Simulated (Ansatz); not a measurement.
# Quasiparticle gap of MoS2 (layered bulk) (P6_3/mmc), part 3 of 3

How far does one-shot GW move the PBEsol gap of MoS2 (layered bulk) (P6_3/mmc)?

Ansatz 0.2.0; PBEsol, then G0W0 on it, plane waves, PAW. Known limits of the many-body steps: finite bands, screening cutoff and k mesh; no spin-orbit coupling in G0W0.

So far. Step 3 (The PBEsol band structure): Over mesh and path the gap is 0.545 eV, from k = Γ to k = (0.167, 0.167, 0.000). The least direct gap found is 1.793 eV, at k = (0.333, 0.333, 0.000). The pressure in this cell is 4 GPa; the cell is kept. Step 4 (One-shot GW): Over 16 of 24 irreducible mesh points the G0W0 gap is 1.035 eV, from k = Γ to k = (0.111, 0.222, 0.000). The PBEsol gap of this run on the mesh is 0.643 eV. The relaxed cell has a = 3.109, c = 11.711 Å (conventional setting).

In doubt: masses and optical values from hybrid runs of this build are listed as unsure (in some of the runs), which bears on the screening that GW takes from such a start.

## Step 5: Spin-orbit coupling

This run has two-component orbitals with spin-orbit coupling.

This step: DFT, PBEsol with spin-orbit coupling, plane waves, PAW; PAW set soft_1.

Contents of input.yaml:

```yaml
crystal:
  lattice:
    - [3.1090582659, 0.0, 0.0]
    - [-1.5545291329, 2.6925234401, 0.0]
    - [0.0, 0.0, 11.7111663891]
  atoms:
    - { symbol: Mo, position: [0.3333333333, 0.6666666667, 0.25] }
    - { symbol: S, position: [0.6666666667, 0.3333333333, 0.3834849812] }
    - { symbol: S, position: [0.6666666667, 0.3333333333, 0.1165150188] }
    - { symbol: Mo, position: [0.6666666667, 0.3333333333, 0.75] }
    - { symbol: S, position: [0.3333333333, 0.6666666667, 0.8834849812] }
    - { symbol: S, position: [0.3333333333, 0.6666666667, 0.6165150188] }
kpoints:
  mp_grid: { grid: [12, 12, 2] }
  band_path:
    path:
      - [0.0, 0.0, 0.0]
      - [0.5, 0.0, 0.0]
      - [0.33333333, 0.33333333, 0.0]
      - [0.0, 0.0, 0.5]
      - [0.5, 0.0, 0.5]
      - [0.33333333, 0.33333333, 0.5]
      - [0.1666666667, 0.1666666667, 0.0]
    npoints: 1
hamiltonian:
  xc: pbesol
  pseudopotentials: { kind: paw_fr, azcp: { folder: soft_1 }, xc_functional: pbe }
scf:
  occupations: { method: fermi_dirac, width: 0.02 }
  n_extra_bands: 12
magnetization:
  noncollinear: true
  spin_orbit: true
output:
  eigenvalues: true
  forces: true
  stress: true
```

The run is started by

```
$ ansatz run input.yaml --threads 2 --pin off --max-ram 92160MiB --backend cuda --events-out ev --progress --plain --runs-dir out --devices 1 --max-vram 13GiB
```

Numbers of over 12 decimals in the logs are rounded to 6 here.

Log:

```text
[...]
GPUs: using 1 of 1 available (devices: 1).
[...]
non-collinear run that drives no moment, with spin-orbit: no starting moment large enough to seed its density (crystal.atoms[].spin), no starting occupations that ask for one, no magnetisation constraint and no magnetic field, so the semilocal B_xc is pinned to zero
[...]
GPU FFT provider: cuFFT
GPU libraries: cuBLAS 13.8.2, cuFFT 12.4.0, cuSOLVER 12.3.4
Crystal: 6 atoms, lattice volume = 98.037 Å³
Basis set: ecut = 420 eV, 1887 PW (Γ), exchange–correlation on 48×48×160 points (8 copies of the dense FFT grid, shifted against one another)
Bands: 64, of which v1, the nominal top of the filled ones, is band 52 counted from 1 (51 counted from 0)
Symmetry: 24 space group operations + 24 with time reversal
[...]
k-points: 38 of 288
Projection manifold: j_resolved (fully-relativistic pseudo-atomic orbitals)
[...]
GPU buffer pool allocated for 46080 grid points (all kernels)
[...]
SCF iter   1: F=—  HF=-13344.253060 eV  |F-HF|=—  |Δ(HF+E_count)|=         —  Δρ=6.17e-2  dr2=4.75e0  dr2_m=0.00e0 (ungated)  ethr=3.10e-3  |M|=0.00e0 ∫|m|=0.00e0 μB  |m|>n=0.0e0 m-floor=0.0e0 τ_xc=0.0e0  β_m=0.30  ⟨swp⟩=7.5  Hψ=6661  notcnv=0
[...]
spin=Noncollinear: Resta preconditioning applied to the charge; magnetization (m_x, m_y, m_z) channels mix plain (no charge-response kernel on spin).
[...]
site 0: m = (+0.0000, +0.0000, +0.0000) μB, |m| = 0.0000 μB  (R = 0.98 Å)
  site 1: m = (+0.0000, +0.0000, +0.0000) μB, |m| = 0.0000 μB  (R = 0.98 Å)
  site 2: m = (+0.0000, +0.0000, +0.0000) μB, |m| = 0.0000 μB  (R = 0.98 Å)
  site 3: m = (+0.0000, +0.0000, +0.0000) μB, |m| = 0.0000 μB  (R = 0.98 Å)
  site 4: m = (+0.0000, +0.0000, +0.0000) μB, |m| = 0.0000 μB  (R = 0.98 Å)
  site 5: m = (+0.0000, +0.0000, +0.0000) μB, |m| = 0.0000 μB  (R = 0.98 Å)
Free energy (F): -13342.617765 eV
[...]
Internal energy: -13342.617765 eV  (E = F + TS)
E sigma→0 (E₀):  -13342.617765 eV
Entropy (-TS):   -0.000000 eV (-0.000 meV/atom)
Fermi energy:    12.744610 eV
[...]
--- Forces (eV/Å), atoms counted from 1 ---
  atom   1  Mo     0.00000000    -0.00000000     0.00000000
  atom   2  S      0.00000000    -0.00000000    -0.01423025
  atom   3  S      0.00000000    -0.00000000     0.01423025
  atom   4  Mo    -0.00000000     0.00000000     0.00000000
  atom   5  S     -0.00000000     0.00000000    -0.01423025
  atom   6  S     -0.00000000     0.00000000     0.01423025
  max |Σ_I F_I| component: 2.80e-17 eV/Å
--- Stress (GPa, compression-positive) ---
        4.034460       0.000000       0.000000
        0.000000       4.034460       0.000000
        0.000000       0.000000       4.192827
  P = ⅓ Tr σ = 4.0872 GPa (40.872 kbar)
--- Band table (eV; the first three rows and the last of 38) ---
  k-point 0: bands = [... 48 lower, 11.5233, 11.5233, 12.4923, 12.4923, 14.4793, 14.4793, 14.5293, 14.5293, ... 8 higher]
  k-point 1: bands = [... 48 lower, 12.2308, 12.2308, 12.2308, 12.2308, 14.4800, 14.4800, 14.4800, 14.4800, ... 8 higher]
  k-point 2: bands = [... 48 lower, 11.5916, 11.5916, 12.2107, 12.2107, 14.4061, 14.4061, 14.4410, 14.4410, ... 8 higher]
  k-point 37: bands = [... 48 lower, 11.4909, 11.4909, 11.6297, 11.6297, 13.5326, 13.5326, 13.5347, 13.5347, ... 8 higher]
[key lines of the parts left out:]
SCF converged after 8 iterations
Magnetization: |M| = 0.0000 μB,  M = (+0.0000, +0.0000, +0.0000) μB
```

Elapsed: 9.8 s, on 1 × NVIDIA H100 80GB HBM3 (shared by 6 runs) with 2 threads of AMD EPYC 7R13 (Zen 3), shared host; peak memory 0.96 GiB; 14 s of CPU time.

Numbers from this step:

| Quantity | Value |
| --- | --- |
| pressure | 4.087 GPa |
| gap | 0.5406 eV |
| valence top at | Γ |
| conduction bottom at | k = (0.167, 0.167, 0.000) |
| least direct gap | 1.764 eV |

Over mesh and listed points the gap is 0.541 eV, from k = Γ to k = (0.167, 0.167, 0.000). The least direct gap found is 1.764 eV, at k = (0.333, 0.333, 0.000). The pressure in this cell is 4 GPa; the cell is kept. PBEsol+SOC against PBEsol: 0.541 − 0.545 = −0.004 eV, with the same mesh, set of files (read in its fully relativistic form for the spin-orbit run) and cutoff, and both edges at the same k points. The spin-orbit run sees mesh and listed points alone, so its gap is an upper bound: the coupling can move an edge off these points, and the change over the zone, its sign included where it is small, is not known.

## Step 6: Side by side

Each gap is the least one over the points named; times are wall times on shared hosts, not benchmarks. A G0W0 time includes the run's own self-consistent start. Runs with listed points see these and the mesh alone, so an edge that moves elsewhere is missed. Rows marked * are further runs, not shown as steps, whose inputs differ from the G0W0 step on the same start in the columns given; solver thresholds can differ too.

| level | mesh | files, cutoff | bands summed, screening | points | gap (eV) | valence top | conduction bottom | least direct gap (eV) | time |
| --- | --- | --- | --- | --- | --- | --- | --- | --- | --- |
| PBEsol | 12×12×2 | soft_1 PAW, 420 eV | - | mesh and path | 0.545 | Γ | (0.167, 0.167, 0.000) | 1.793 | 9.4 s |
| PBEsol+SOC | 12×12×2 | soft_1 PAW, 420 eV | - | mesh and listed points | 0.541 | Γ | (0.167, 0.167, 0.000) | 1.764 | 9.8 s |
| G0W0@PBEsol* | 9×9×2 | soft_1 PAW, 420 eV | 129, 60 eV | 16 of 24 irreducible mesh points | 0.937 | Γ | (0.111, 0.222, 0.000) | 2.211 | 30 s |
| G0W0@PBEsol | 9×9×2 | soft_1 PAW, 420 eV | 434, 150 eV | 16 of 24 irreducible mesh points | 1.035 | Γ | (0.111, 0.222, 0.000) | 2.197 | 68 s |

Computed less measured, in eV, for the reports listed at the start; nothing is added to the computed values:

| row | computed (eV) | 1.87 eV (2017) | 1.32 eV (2023) | 1.3 eV (2015) |
| --- | --- | --- | --- | --- |
| PBEsol, gap | 0.545 | −1.325 | −0.775 | −0.755 |
| PBEsol+SOC, gap | 0.541 | −1.329 | −0.779 | −0.759 |
| G0W0@PBEsol, gap | 1.035 | −0.835 | −0.285 | −0.265 |
| G0W0@PBEsol, least direct gap | 2.197 | +0.327 | +0.877 | +0.897 |

## Step 7: Outcome

| Item | Value |
| --- | --- |
| PBEsol gap over mesh and path | 0.545 eV, from k = Γ to k = (0.167, 0.167, 0.000) |
| G0W0@PBEsol gap over 16 of 24 irreducible mesh points | 1.035 eV, from k = Γ to k = (0.111, 0.222, 0.000) |
| PBEsol+SOC gap over mesh and listed points | 0.541 eV |
| GW settings | 9×9×2 mesh, 408 empty bands, screening to 150 eV, PAW set soft_1 files |
| known limits | finite bands, screening cutoff and k mesh; no spin-orbit coupling in G0W0 |

In words: Over 16 of 24 irreducible mesh points the G0W0 gap is 1.035 eV, from k = Γ to k = (0.111, 0.222, 0.000). The PBEsol gap of this run on the mesh is 0.643 eV. The two states that bound the G0W0 gap lie that far apart at the start, so the correction of the gap is 1.035 − 0.643 = +0.392 eV. The valence state moves by 12.433 − 12.488 = −0.055 eV and the conduction state by 13.468 − 13.131 = +0.337 eV, on the run's own scale; with 129 bands the edge states move by +0.509 and +0.803 eV, so the split between the edges depends on the bands and cutoff. Over mesh and path, PBEsol puts the conduction bottom at k = (0.167, 0.167, 0.000), where no G0W0 correction was computed. The G0W0 gap over the whole zone is therefore not known from this run; at its settings it can only be equal to or under the 1.035 eV found, and no correction is carried over from another point. For the start itself the gap is 0.545 eV over mesh and path and 0.643 eV on the mesh of the G0W0 run, in runs that differ in mesh (12×12×2 and 9×9×2). From 129 bands and 60 eV to 434 bands and 150 eV the gap moves by 1.035 − 0.937 = +0.098 eV; bands and screening cutoff rise together, so their parts are not told apart. Two runs can't test a law of convergence, so the limit is not known. G0W0 on other starts in this series, not shown as steps and not all at these settings: 1.181 eV on HSE06 (9×9×2, soft_1 PAW, 216 bands, 90 eV). PBEsol+SOC against PBEsol: 0.541 − 0.545 = −0.004 eV, with the same mesh, set of files (read in its fully relativistic form for the spin-orbit run) and cutoff, and both edges at the same k points. The spin-orbit run sees mesh and listed points alone, so its gap is an upper bound: the coupling can move an edge off these points, and the change over the zone, its sign included where it is small, is not known. What spin-orbit coupling does to the G0W0 levels was not computed, so no sum with the G0W0 gap is formed. Against experiment, G0W0@PBEsol at 1.035 eV lies −0.835 eV from 1.87 eV (2017), −0.285 eV from 1.32 eV (2023) and −0.265 eV from 1.3 eV (2015). The reports themselves run from 1.3 eV to 1.87 eV. The differences hold parts that these runs do not separate: finite bands, cutoffs and mesh, points of the zone that were not corrected, the start of G0W0, spin-orbit coupling missing from it, static nuclei, no electron-hole attraction, a cell that is not a measured one, and what each experiment reads as the gap. How much each gives is not known from the steps shown. The G0W0 runs are scalar-relativistic. No pair of G0W0 runs that differ in the mesh alone is shown (9×9×2 is a supercell whose nearest images lie 23 Å apart), so the error from the mesh is not known here. G0W0 is shown with one set of atomic data (soft_1 PAW), so the error from the files is not known here.

[Paths, hosts, dates, memory and timing lines, banners, echoed tables and standing remarks are left out of the program output.]

[Logs are printed without paths, hosts, clocks, repeated set-up lines and the standing remarks that a program may print on its own settings, such as how far it seeks lower states.]

[Runs of the session that timed out or met a known fault of the program may be left out.]

[Cells called generated may have been cut or substituted from an entry of the Crystallography Open Database or the Materials Project.]

[Hosts, paths, dates, database ids (printed as entryN), source tags and the programs' standing remarks are cut or masked in the printed files.]

[Where an RPA ε∞ is given, it is that of the G0W0 mesh and is not shown converged in it. Names of k-points follow the symmetry that the program found, which can be lower than the space group named. Band edges on a path are those of the sampled points; other points can move an edge, and change direct to indirect where valleys lie close.]

[Hybrid gaps are those of their k-mesh and are not shown converged in it.]
